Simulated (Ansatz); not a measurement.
# Heat carried by phonons in GaN (P6_3mc), part 2 of 2

How well does the lattice of GaN conduct heat?

What experiment has found for this phase:
- thermal conductivity 210 W/m/K near room temperature (given in “Combining the AFLOW GIBBS and Elastic Libraries to efficiently and robustly screen thermo-mechanical properties of solids”, 2017, arXiv:1611.05714)

Ansatz 0.2.0; DFT LDA, scalar-relativistic, plane waves, PAW; PAW set soft_1.

So far. Step 2 (A first coarse run): The start is under -4.5 GPa at this level and looks like an insulator or semiconductor on this mesh. Step 4 (Relaxing to small residual forces and stress): The residual pressure is -0.0016 GPa, small enough for phonons. The relaxed cell has a = 3.152, c = 5.138 Å (conventional setting).

The database entry behind the starting cell differs from later determinations by our own check (about 0.3 % short, ideal inner coordinate), so it need not match the best structure at ambient conditions.

### Step 6. Anharmonic force constants and conductivity

The supercell must be wider than twice the pair cutoff, and the number of displaced cells grows with the pairs inside it, which is where the cost lies.

The input, input.yaml:

```yaml
crystal:
  lattice:
    - [3.15164975, 0.0, 0.0]
    - [-1.575824875, 2.7294087473, 0.0]
    - [0.0, 0.0, 5.1383029334]
  atoms:
    - { symbol: Ga, position: [0.3333333333, 0.6666666667, -0.0006990692] }
    - { symbol: Ga, position: [0.6666666667, 0.3333333333, 0.4993009308] }
    - { symbol: "N", position: [0.3333333333, 0.6666666667, 0.3756990692] }
    - { symbol: "N", position: [0.6666666667, 0.3333333333, 0.8756990692] }
kpoints:
  mp_grid: { grid: [9, 9, 6] }
hamiltonian:
  xc: lda
  pseudopotentials: { kind: paw, azcp: { folder: soft_1 }, xc_functional: pbe }
scf:
  occupations: { method: fixed }
  lower_state_search: "off"
output:
  eigenvalues: true
phonons:
  method: fd
  dielectric: true
  supercell: [3, 3, 2]
  temperatures: { t_max: 1000, t_step: 50 }
  qpath:
    path:
      - [[0.0, 0.0, 0.0], [0.5, 0.0, 0.0], [0.33333333, 0.33333333, 0.0], [0.0, 0.0, 0.0], [0.0, 0.0, 0.5], [0.5, 0.0, 0.5], [0.33333333, 0.33333333, 0.5], [0.0, 0.0, 0.5]]
      - [[0.5, 0.0, 0.5], [0.5, 0.0, 0.0]]
      - [[0.33333333, 0.33333333, 0.0], [0.33333333, 0.33333333, 0.5]]
    npoints: 10
  third_order: { supercell: [3, 3, 2], pair_cutoff: 3.848 }
  lattice_thermal_conductivity:
    qmesh: [19, 19, 9]
    temperatures: [100.0, 150.0, 200.0, 300.0, 400.0, 500.0, 600.0, 800.0]
    isotope_mass_variance:
      - { species: Ga, variance: 0.0001971 }
      - { species: "N", variance: 1.838e-05 }
```

Launch:

```sh
ansatz run input.yaml --threads 18 --pin off --max-ram 92160MiB --backend cuda --events-out ev --progress --plain --runs-dir out --max-vram 78GiB
```

Wall time 21 min (1 × NVIDIA GB200 with 18 threads of Arm Neoverse V2, shared host); peak memory 3.6 GiB; 4 h of CPU time.

Numbers from this step:

| Quantity | Value |
| --- | --- |
| lowest frequency on the path | 0 cm⁻¹ |
| zero-point energy | 0.3143 eV/cell |
| point group | 6mm |
| highest frequency | 735.6 cm⁻¹ |
| Debye temperature from the second moment | 884 K |
| κ at 300 K (relaxation time) | 242.5 W/m/K |
| κ at 300 K (full solution) | 255.3 W/m/K |
| dipole term | run |
| mean free path at half of κ | 357 nm |
| share of κ above the three lowest branches | 0.32 |
| third-order blocks | 1444 |
| periodic aliases dropped | 168 |
| largest relative sum-rule correction | 0.3377 |
| displaced cells, third order | 652 |

LO-TO term included. Phonon branches along the path, in cm⁻¹:

| point | branch 1 | branch 2 | branch 3 | branch 4 | branch 9 | branch 10 | branch 11 | branch 12 |
| --- | --- | --- | --- | --- | --- | --- | --- | --- |
| Γ | 0 | 0 | 0 | 140 | 570 | 570 | 698 | 736 |
| halfway | 103 | 115 | 168 | 209 | 593 | 629 | 684 | 718 |
| M | 138 | 184 | 205 | 234 | 617 | 646 | 692 | 703 |
| halfway | 177 | 192 | 223 | 235 | 626 | 645 | 680 | 697 |
| K | 212 | 212 | 217 | 257 | 649 | 653 | 653 | 690 |
| halfway | 130 | 134 | 189 | 224 | 601 | 634 | 681 | 712 |
| Γ | 0 | 0 | 0 | 140 | 570 | 570 | 698 | 736 |
| halfway | 61 | 61 | 129 | 132 | 568 | 568 | 703 | 726 |
| A | 107 | 107 | 107 | 107 | 564 | 564 | 715 | 715 |
| halfway | 148 | 148 | 172 | 172 | 602 | 602 | 700 | 700 |
| L | 173 | 173 | 177 | 177 | 613 | 613 | 700 | 700 |
| halfway | 161 | 161 | 212 | 212 | 635 | 635 | 692 | 692 |
| H | 157 | 157 | 241 | 241 | 664 | 664 | 672 | 672 |
| halfway | 165 | 165 | 173 | 173 | 608 | 608 | 696 | 696 |
| A | 107 | 107 | 107 | 107 | 564 | 564 | 715 | 715 |
| jump to L | 173 | 173 | 177 | 177 | 613 | 613 | 700 | 700 |
| halfway | 151 | 173 | 198 | 206 | 613 | 634 | 694 | 704 |
| M | 138 | 184 | 205 | 234 | 617 | 646 | 692 | 703 |
| jump to K | 212 | 212 | 217 | 257 | 649 | 653 | 653 | 690 |
| halfway | 182 | 182 | 225 | 253 | 657 | 661 | 661 | 685 |
| H | 157 | 157 | 241 | 241 | 664 | 664 | 672 | 672 |

W/m/K. Kappa, by row:

| T (K) | RTA xx | RTA yy | RTA zz | full xx | full yy | full zz | coherence part xx | coherence part yy | coherence part zz | ending | iterations | least Ritz value |
| --- | --- | --- | --- | --- | --- | --- | --- | --- | --- | --- | --- | --- |
| 100 | 798.6 | 798.6 | 876.8 | 845.5 | 845.5 | 929.4 | 0.01414 | 0.01414 | 0.003753 | converged | 6 | 0.733 |
| 150 | 504.4 | 504.4 | 531.2 | 532.7 | 532.7 | 563 | 0.02464 | 0.02464 | 0.007762 | converged | 7 | 0.652 |
| 200 | 366.5 | 366.5 | 375.6 | 385.9 | 385.9 | 397.7 | 0.03418 | 0.03418 | 0.01275 | converged | 8 | 0.613 |
| 300 | 242.3 | 242.3 | 243 | 254.4 | 254.4 | 257 | 0.05034 | 0.05034 | 0.02373 | converged | 9 | 0.587 |
| 400 | 186.2 | 186.2 | 185.2 | 195.4 | 195.4 | 195.8 | 0.06295 | 0.06295 | 0.03439 | converged | 9 | 0.577 |
| 500 | 153.5 | 153.5 | 152 | 161.2 | 161.2 | 160.8 | 0.0731 | 0.0731 | 0.04431 | converged | 9 | 0.571 |
| 600 | 131.6 | 131.6 | 129.9 | 138.3 | 138.3 | 137.5 | 0.08164 | 0.08164 | 0.05357 | converged | 9 | 0.567 |
| 800 | 103.5 | 103.5 | 101.7 | 108.8 | 108.8 | 107.8 | 0.09578 | 0.09578 | 0.07051 | converged | 9 | 0.562 |

Lattice thermal conductivity against temperature:

| temperature (K) | RTA xx (W/m/K) | RTA zz (W/m/K) | full xx (W/m/K) | full zz (W/m/K) |
| --- | --- | --- | --- | --- |
| 100 | 799 | 877 | 846 | 929 |
| 150 | 504 | 531 | 533 | 563 |
| 200 | 366 | 376 | 386 | 398 |
| 300 | 242 | 243 | 254 | 257 |
| 400 | 186 | 185 | 195 | 196 |
| 500 | 154 | 152 | 161 | 161 |
| 600 | 132 | 130 | 138 | 138 |
| 800 | 104 | 102 | 109 | 108 |

Phonopy on the run's constants, 21x21x11 mesh, Gaussian sigma 5.5 cm⁻¹. Modes against wavenumber; read off at these points; values in 1/cm⁻¹/cell:

| wavenumber (cm⁻¹) | Ga | N |
| --- | --- | --- |
| 0.0 | 4.0e-5 | 1.0e-5 |
| 20.0 | 2.1e-4 | 4.1e-5 |
| 40.0 | 8.1e-4 | 1.6e-4 |
| 60.0 | 0.00179 | 3.4e-4 |
| 80.0 | 0.00340 | 6.1e-4 |
| 100.0 | 0.00588 | 9.8e-4 |
| 120.0 | 0.0105 | 0.00158 |
| 140.0 | 0.0228 | 0.00298 |
| 160.0 | 0.0419 | 0.00451 |
| 180.0 | 0.0362 | 0.00331 |
| 200.0 | 0.0304 | 0.00234 |
| 220.0 | 0.0250 | 0.00166 |
| 240.0 | 0.0177 | 0.00101 |
| 260.0 | 0.00639 | 6.0e-4 |
| 280.0 | 0.0108 | 7.7e-4 |
| 300.0 | 0.0303 | 9.0e-4 |
| 307.6 | 0.0376 | 8.0e-4 |
| 320.0 | 0.0322 | 4.5e-4 |
| 340.0 | 0.00509 | 4.8e-5 |
| 360.0 | 2.7e-6 | 0 |
| 380.0 | 0 | 0 |
| 400.0 | 0 | 0 |
| 420.0 | 0 | 0 |
| 440.0 | 0 | 0 |
| 460.0 | 0 | 0 |
| 480.0 | 0 | 0 |
| 500.0 | 0 | 0 |
| 520.0 | 0 | 0 |
| 540.0 | 1.6e-4 | 8.8e-4 |
| 560.0 | 0.00223 | 0.0135 |
| 580.0 | 0.00630 | 0.0497 |
| 586.0 | 0.00723 | 0.0628 |
| 590.9 | 0.00696 | 0.0646 |
| 600.0 | 0.00475 | 0.0500 |
| 620.0 | 0.00227 | 0.0336 |
| 640.0 | 0.00121 | 0.0288 |
| 660.0 | 1.5e-4 | 0.00541 |
| 680.0 | 8.4e-4 | 0.0294 |
| 693.5 | 0.00192 | 0.0589 |
| 700.0 | 0.00235 | 0.0549 |
| 720.0 | 0.00138 | 0.0102 |
| 740.0 | 8.4e-5 | 4.3e-4 |
| 760.0 | 0 | 0 |

Distinct triplets, nearest first. Third order norms, by row:

| sites | side 1 (Å) | side 2 (Å) | side 3 (Å) | norm of the 27 components (eV/Å³) |
| --- | --- | --- | --- | --- |
| Ga-Ga-Ga | 0 | 0 | 0 | 140 |
| N-N-N | 0 | 0 | 0 | 152.4 |
| Ga-N-N | 0 | 1.93 | 1.93 | 62.31 |
| Ga-N-Ga | 0 | 1.93 | 1.93 | 61.32 |
| Ga-Ga-N | 0 | 1.93 | 1.93 | 58.93 |
| Ga-N-N | 0 | 1.93 | 1.93 | 60.54 |
| Ga-Ga-N | 1.93 | 1.93 | 3.15 | 1.334 |
| Ga-Ga-N | 1.93 | 1.93 | 3.15 | 1.337 |
| Ga-N-N | 1.93 | 1.93 | 3.15 | 0.962 |
| Ga-N-N | 1.93 | 1.93 | 3.15 | 0.746 |
| Ga-Ga-Ga | 0 | 3.15 | 3.15 | 3.174 |
| Ga-Ga-Ga | 3.15 | 3.15 | 3.15 | 0.387 |
| Ga-Ga-Ga | 3.15 | 3.15 | 3.15 | 0.383 |
| Ga-Ga-Ga | 3.15 | 3.15 | 3.15 | 0.226 |
| Ga-Ga-Ga | 3.15 | 3.15 | 3.15 | 0.25 |
| Ga-Ga-Ga | 0 | 3.15 | 3.15 | 3.325 |
| Ga-Ga-Ga | 0 | 3.15 | 3.15 | 3.464 |
| N-N-N | 0 | 3.15 | 3.15 | 2.708 |
| N-N-N | 3.15 | 3.15 | 3.15 | 0.186 |
| N-N-N | 3.15 | 3.15 | 3.15 | 0.224 |
| N-N-N | 3.15 | 3.15 | 3.15 | 0.231 |
| N-N-N | 3.15 | 3.15 | 3.15 | 0.248 |
| N-N-N | 0 | 3.15 | 3.15 | 3.055 |
| N-N-N | 0 | 3.15 | 3.15 | 2.87 |
| Ga-Ga-N | 1.93 | 3.15 | 3.2 | 0.366 |
| Ga-N-N | 1.93 | 3.15 | 3.2 | 0.296 |
| Ga-N-N | 0 | 3.2 | 3.2 | 0.787 |
| Ga-N-Ga | 0 | 3.2 | 3.2 | 0.921 |
| Ga-N-Ga | 1.93 | 3.15 | 3.69 | 0.268 |
| Ga-N-N | 1.93 | 3.15 | 3.69 | 0.355 |

Born charge (rows field, columns displacement) (e), principal values of the symmetric part by kind of site:

| atom | atoms with these values | low | middle | high | mean |
| --- | --- | --- | --- | --- | --- |
| Ga1 | 2 | 2.59 | 2.59 | 2.72 | 2.63 |
| N3 | 2 | -2.72 | -2.59 | -2.59 | -2.63 |

In full for Ga1:

```
2.59 0.00 0.00
0.00 2.59 0.00
0.00 0.00 2.72
```

RTA, 300 K. Kappa by branch, by row:

| branch (by rank) | mean frequency (THz) | mean rms speed (km/s) | median lifetime (ps) | share of kappa |
| --- | --- | --- | --- | --- |
| 1 | 4.23 | 2.17 | 34.7 | 0.22 |
| 2 | 4.63 | 2.47 | 38.7 | 0.224 |
| 3 | 5.55 | 2.27 | 46.5 | 0.236 |
| 4 | 6.26 | 2.55 | 38.6 | 0.156 |
| 5 | 8.18 | 3.04 | 9.56 | 0.137 |
| 6 | 9.28 | 1.59 | 4.46 | 0.01 |
| 7 | 17.41 | 0.96 | 6.27 | 0.001 |
| 8 | 17.69 | 1.18 | 6.29 | 0.002 |
| 9 | 18.24 | 1.41 | 7.81 | 0.004 |
| 10 | 18.8 | 1.48 | 8.51 | 0.005 |
| 11 | 20.62 | 0.8 | 11.7 | 0.002 |
| 12 | 21.11 | 0.74 | 6.46 | 0.001 |

Table of spectral kappa at 300 K by frequency; read off at these points; values in W/m/K/THz:

| frequency (THz) | relaxation time (W/m/K/THz) | full solution (W/m/K/THz) |
| --- | --- | --- |
| 0.25 | 0 | 0 |
| 0.75 | 12.6 | 12.6 |
| 1.25 | 41.5 | 41.9 |
| 2.25 | 56.3 | 57.9 |
| 2.75 | 38.2 | 40.4 |
| 3.25 | 28.3 | 30.7 |
| 3.75 | 34.2 | 37.8 |
| 4.25 | 21.7 | 23.9 |
| 5.25 | 37.0 | 38.9 |
| 5.75 | 42.5 | 44.2 |
| 6.25 | 40.5 | 41.8 |
| 6.75 | 35.1 | 37.0 |
| 7.25 | 13.5 | 14.8 |
| 7.75 | 7.20 | 8.60 |
| 8.75 | 3.26 | 4.36 |
| 9.25 | 2.19 | 2.73 |
| 9.75 | 0.718 | 0.823 |
| 10.25 | 0.0169 | 0.00163 |
| 10.75 | 0 | 0 |
| 11.75 | 0 | 0 |
| 12.25 | 0 | 0 |
| 12.75 | 0 | 0 |
| 13.25 | 0 | 0 |
| 13.75 | 0 | 0 |
| 14.75 | 0 | 0 |
| 15.25 | 0 | 0 |
| 15.75 | 0 | 0 |
| 16.25 | 0.00103 | 0.00295 |
| 16.75 | 0.0733 | 0.119 |
| 17.25 | 0.567 | 0.497 |
| 18.25 | 1.23 | 0.99 |
| 18.75 | 1.13 | 1.03 |
| 19.25 | 1.35 | 1.38 |
| 19.75 | 0.860 | 0.792 |
| 20.25 | 0.603 | 0.333 |
| 21.25 | 0.140 | -0.0333 |
| 21.75 | 0.0160 | -0.0360 |
| 22.25 | 0 | -1.1e-4 |

Relaxation-time solution. Table of share of κ carried by shorter paths by mean free path:

| mean free path (nm) | 100 K | 300 K | 800 K |
| --- | --- | --- | --- |
| 2.15 | 0 | 0 | 0.002 |
| 3.16 | 0 | 0 | 0.006 |
| 4.64 | 0 | 0.001 | 0.013 |
| 6.81 | 0 | 0.003 | 0.025 |
| 10 | 0 | 0.007 | 0.035 |
| 14.7 | 0 | 0.014 | 0.048 |
| 21.5 | 0.001 | 0.021 | 0.066 |
| 31.6 | 0.001 | 0.029 | 0.106 |
| 46.4 | 0.001 | 0.045 | 0.195 |
| 68.1 | 0.003 | 0.08 | 0.312 |
| 100 | 0.006 | 0.156 | 0.438 |
| 147 | 0.02 | 0.291 | 0.527 |
| 215 | 0.061 | 0.369 | 0.661 |
| 316 | 0.095 | 0.455 | 0.826 |
| 464 | 0.13 | 0.599 | 0.859 |
| 681 | 0.172 | 0.673 | 0.909 |
| 1000 | 0.206 | 0.714 | 0.937 |
| 1470 | 0.23 | 0.791 | 0.976 |
| 2150 | 0.294 | 0.857 | 1 |
| 3160 | 0.35 | 0.91 | 1 |
| 4640 | 0.441 | 0.963 | 1 |
| 6810 | 0.559 | 0.988 | 1 |
| 10000 | 0.637 | 1 | 1 |
| 14700 | 0.742 | 1 | 1 |
| 21500 | 0.901 | 1 | 1 |
| 31600 | 0.901 | 1 | 1 |
| 46400 | 0.95 | 1 | 1 |
| 68100 | 1 | 1 | 1 |

300 K; a sample spread over frequency. Mode lifetimes, by row, the first 40 of 90 rows:

| q1 | q2 | q3 | branch | frequency (THz) | rms speed (km/s) | three-phonon rate (1/ps) | isotope rate (1/ps) | lifetime (ps) | mean free path (nm) |
| --- | --- | --- | --- | --- | --- | --- | --- | --- | --- |
| 0 | 0.0526 | 0 | 1 | 0.664 | 4.47 | 0.00178 | 4.68e-7 | 562 | 2510 |
| 0.0526 | 0.1053 | 0.1111 | 2 | 2.121 | 3.84 | 0.00358 | 9.82e-5 | 272 | 1040 |
| 0 | 0.2105 | 0.1111 | 1 | 2.82 | 3.01 | 0.00645 | 3.66e-4 | 147 | 442 |
| 0 | 0.2105 | 0.2222 | 2 | 3.304 | 3.29 | 0.0114 | 7.52e-4 | 82.6 | 272 |
| 0.0526 | 0.2632 | 0.1111 | 1 | 3.647 | 2.62 | 0.0157 | 0.00145 | 58.3 | 153 |
| 0.0526 | 0.1579 | 0.4444 | 1 | 3.906 | 2.89 | 0.0197 | 0.00222 | 45.6 | 132 |
| 0.1053 | 0.2105 | 0.2222 | 2 | 4.101 | 3.36 | 0.0224 | 0.00315 | 39.2 | 132 |
| 0.0526 | 0.3684 | 0.1111 | 1 | 4.203 | 1.91 | 0.0247 | 0.00463 | 34.1 | 65 |
| 0.0526 | 0.1053 | 0.2222 | 3 | 4.368 | 1.69 | 0.0278 | 0.0052 | 30.3 | 51.2 |
| 0.0526 | 0.1053 | 0.1111 | 4 | 4.491 | 1.53 | 0.0299 | 0.00603 | 27.8 | 42.5 |
| 0.1053 | 0.1579 | 0.4444 | 2 | 4.628 | 1.72 | 0.0267 | 0.00716 | 29.5 | 50.8 |
| 0.1053 | 0.4211 | 0.1111 | 1 | 4.714 | 2.62 | 0.0272 | 0.0105 | 26.5 | 69.5 |
| 0.0526 | 0.0526 | 0 | 5 | 4.783 | 3.16 | 0.0244 | 0.00902 | 29.9 | 94.7 |
| 0.2632 | 0.3158 | 0.3333 | 1 | 4.872 | 1.57 | 0.033 | 0.0108 | 22.8 | 35.8 |
| 0 | 0.3684 | 0.4444 | 2 | 4.976 | 1.89 | 0.0253 | 0.0108 | 27.7 | 52.3 |
| 0 | 0.0526 | 0.3333 | 5 | 5.066 | 6.9 | 0.0206 | 0.0117 | 30.9 | 213 |
| 0.0526 | 0.1579 | 0.4444 | 4 | 5.166 | 3.17 | 0.0154 | 0.0104 | 38.7 | 123 |
| 0.1053 | 0.3684 | 0.3333 | 2 | 5.293 | 2.04 | 0.0187 | 0.0089 | 36.2 | 73.9 |
| 0.1053 | 0.4211 | 0.2222 | 2 | 5.388 | 1.5 | 0.0142 | 0.0108 | 39.9 | 60 |
| 0.1053 | 0.1053 | 0.3333 | 4 | 5.485 | 3.2 | 0.0128 | 0.0105 | 42.8 | 137 |
| 0.0526 | 0.1053 | 0.3333 | 5 | 5.61 | 5.85 | 0.0043 | 0.00944 | 72.8 | 426 |
| 0.1579 | 0.4211 | 0 | 2 | 5.733 | 0.87 | 0.00908 | 0.00912 | 54.9 | 48 |
| 0.1053 | 0.1579 | 0.3333 | 4 | 5.875 | 2.73 | 0.00894 | 0.0109 | 50.3 | 137 |
| 0.1053 | 0.4211 | 0.4444 | 4 | 5.998 | 2.59 | 0.00832 | 0.0121 | 49.1 | 127 |
| 0 | 0.2632 | 0.3333 | 4 | 6.14 | 2.8 | 0.00813 | 0.0112 | 51.8 | 145 |
| 0.1053 | 0.4211 | 0.3333 | 4 | 6.252 | 2.31 | 0.00694 | 0.0118 | 53.4 | 123 |
| 0.2105 | 0.3158 | 0.4444 | 3 | 6.437 | 2.57 | 0.0049 | 0.012 | 59.2 | 152 |
| 0 | 0.2105 | 0 | 5 | 6.547 | 3.75 | 0.00512 | 0.0122 | 57.8 | 217 |
| 0.0526 | 0.2105 | 0.2222 | 5 | 6.705 | 5.56 | 0.00563 | 0.0104 | 62.2 | 346 |
| 0.1579 | 0.1579 | 0.1111 | 5 | 6.893 | 2.13 | 0.0117 | 0.0101 | 45.9 | 98 |
| 0.3158 | 0.3158 | 0.4444 | 3 | 7.071 | 1.23 | 0.031 | 0.0109 | 23.9 | 29.4 |
| 0.0526 | 0.3158 | 0.1111 | 4 | 7.243 | 1.94 | 0.0824 | 0.00893 | 11 | 21.2 |
| 0 | 0.3158 | 0 | 5 | 7.55 | 3.76 | 0.0406 | 0.0042 | 22.3 | 84 |
| 0 | 0.3158 | 0.2222 | 5 | 8.052 | 4.66 | 0.0858 | 0.00443 | 11.1 | 51.6 |
| 0.2632 | 0.2632 | 0.1111 | 5 | 8.529 | 1.71 | 0.11 | 0.00998 | 8.35 | 14.3 |
| 0.0526 | 0.3684 | 0.1111 | 5 | 8.74 | 3.1 | 0.0931 | 0.0134 | 9.39 | 29.2 |
| 0.1579 | 0.2105 | 0.4444 | 6 | 8.986 | 2.57 | 0.106 | 0.0205 | 7.91 | 20.3 |
| 0.1579 | 0.4211 | 0.1111 | 5 | 9.078 | 1.56 | 0.124 | 0.0349 | 6.31 | 9.84 |
| 0 | 0.3158 | 0.1111 | 6 | 9.166 | 0.93 | 0.196 | 0.0415 | 4.21 | 3.93 |
| 0.2105 | 0.2105 | 0.2222 | 6 | 9.272 | 1.07 | 0.167 | 0.0352 | 4.95 | 5.3 |

Without the LO-TO term. Gamma linewidths, by row:

| branch | frequency (cm⁻¹) | three-phonon rate (1/ps) | isotope rate (1/ps) | FWHM (cm⁻¹) |
| --- | --- | --- | --- | --- |
| 4 | 139.9 | 0.0238 | 0.00449 | 0.15 |
| 5 | 139.9 | 0.0238 | 0.00449 | 0.15 |
| 6 | 335.9 | 0.359 | 0.00579 | 1.94 |
| 7 | 538.4 | 1.94 | 0 | 10.3 |
| 8 | 560.4 | 0.408 | 6.93e-4 | 2.17 |
| 9 | 560.4 | 0.408 | 6.93e-4 | 2.17 |
| 10 | 569.5 | 0.121 | 0.0113 | 0.701 |
| 11 | 569.5 | 0.121 | 0.0113 | 0.701 |
| 12 | 698.1 | 0.0532 | 0.0232 | 0.405 |

W/m/K, third of the trace; RTA populations with a boundary rate v/L added to each mode (Matthiessen's rule). Kappa by grain size, by row:

| T (K) | bulk | 10 nm | 30 nm | 100 nm | 300 nm | 1000 nm | 10000 nm | 100000 nm |
| --- | --- | --- | --- | --- | --- | --- | --- | --- |
| 100 | 824.6 | 7.387 | 20.23 | 54.33 | 114.2 | 217 | 513.1 | 752.7 |
| 300 | 242.5 | 12.95 | 30.5 | 66.3 | 111.5 | 162 | 224.1 | 240.2 |
| 600 | 131 | 12.83 | 27.54 | 53.24 | 80.48 | 105.3 | 126.9 | 130.5 |

W/m/K, third of the trace; RTA populations with the isotope rates scaled. Kappa by mass disorder, by row:

| T (K) | no isotopes | as typed | variance x 3 | variance x 10 | variance x 30 |
| --- | --- | --- | --- | --- | --- |
| 100 | 1527 | 824.6 | 567.8 | 321.4 | 168.9 |
| 300 | 380.6 | 242.5 | 180.9 | 123.4 | 78.95 |
| 600 | 179.5 | 131 | 100 | 69.94 | 47.84 |

At 300 K the relaxation-time value is 242 W/(m K).

### Step 7. Results

| Quantity | Value |
| --- | --- |
| highest frequency | 735.6 cm⁻¹ |
| Debye temperature from the second moment | 884 K |
| κ at 300 K (relaxation time) | 242.5 W/m/K |
| κ at 300 K (full solution) | 255.3 W/m/K |
| mean free path at half of κ | 357 nm |
| share of κ above the three lowest branches | 0.32 |

The lattice of GaN conducts 255 W/(m K) at 300 K by LDA (mean over directions, full solution). The full solution lies +5 % from the relaxation-time value at 300 K, so the relaxation-time approximation serves here. Above 300 K the relaxation-time κ falls as T^-0.87. Grains of 100 nm would keep 27 % of the bulk value at 300 K, and grains of 1 µm 67 %. Removing the natural isotope disorder raises κ at 300 K by 57 %. A measured thermal conductivity near room temperature is 210 W/m/K (arXiv:1611.05714); the calculated 255 W/m/K differs by +22 %. Four-phonon, defect and boundary scattering, which are left out, would lower the calculated value; thermal expansion is left out too. The sum rules changed one orbit of cubic constants by up to 34 %; by the manual a large change points to a short cutoff or, on a small and distant orbit, to noisy forces. The conductivities include the coherence part between close branches; the shares for grains, isotopes, branches and paths are of the relaxation-time populations alone. Cubic couplings among atoms farther apart than the pair cutoff are dropped, and neither the cutoff nor the q-mesh was shown to be converged here. The interpolation has no quadrupole term, so branches near the zone centre are less sure, since this crystal has sites that are not centres of inversion. The PAW files were made for PBE and are used here under another functional, for which the program regenerates the frozen cores.

[Logs are printed without paths, hosts, clocks, repeated set-up lines and the standing remarks that a program may print on its own settings, such as how far it seeks lower states.]

[Hosts, paths, dates, database ids (printed as entryN), source tags and the programs' standing remarks are cut or masked in the printed files.]

[A step with changed settings may run another functional than the one named; its input shows which.]
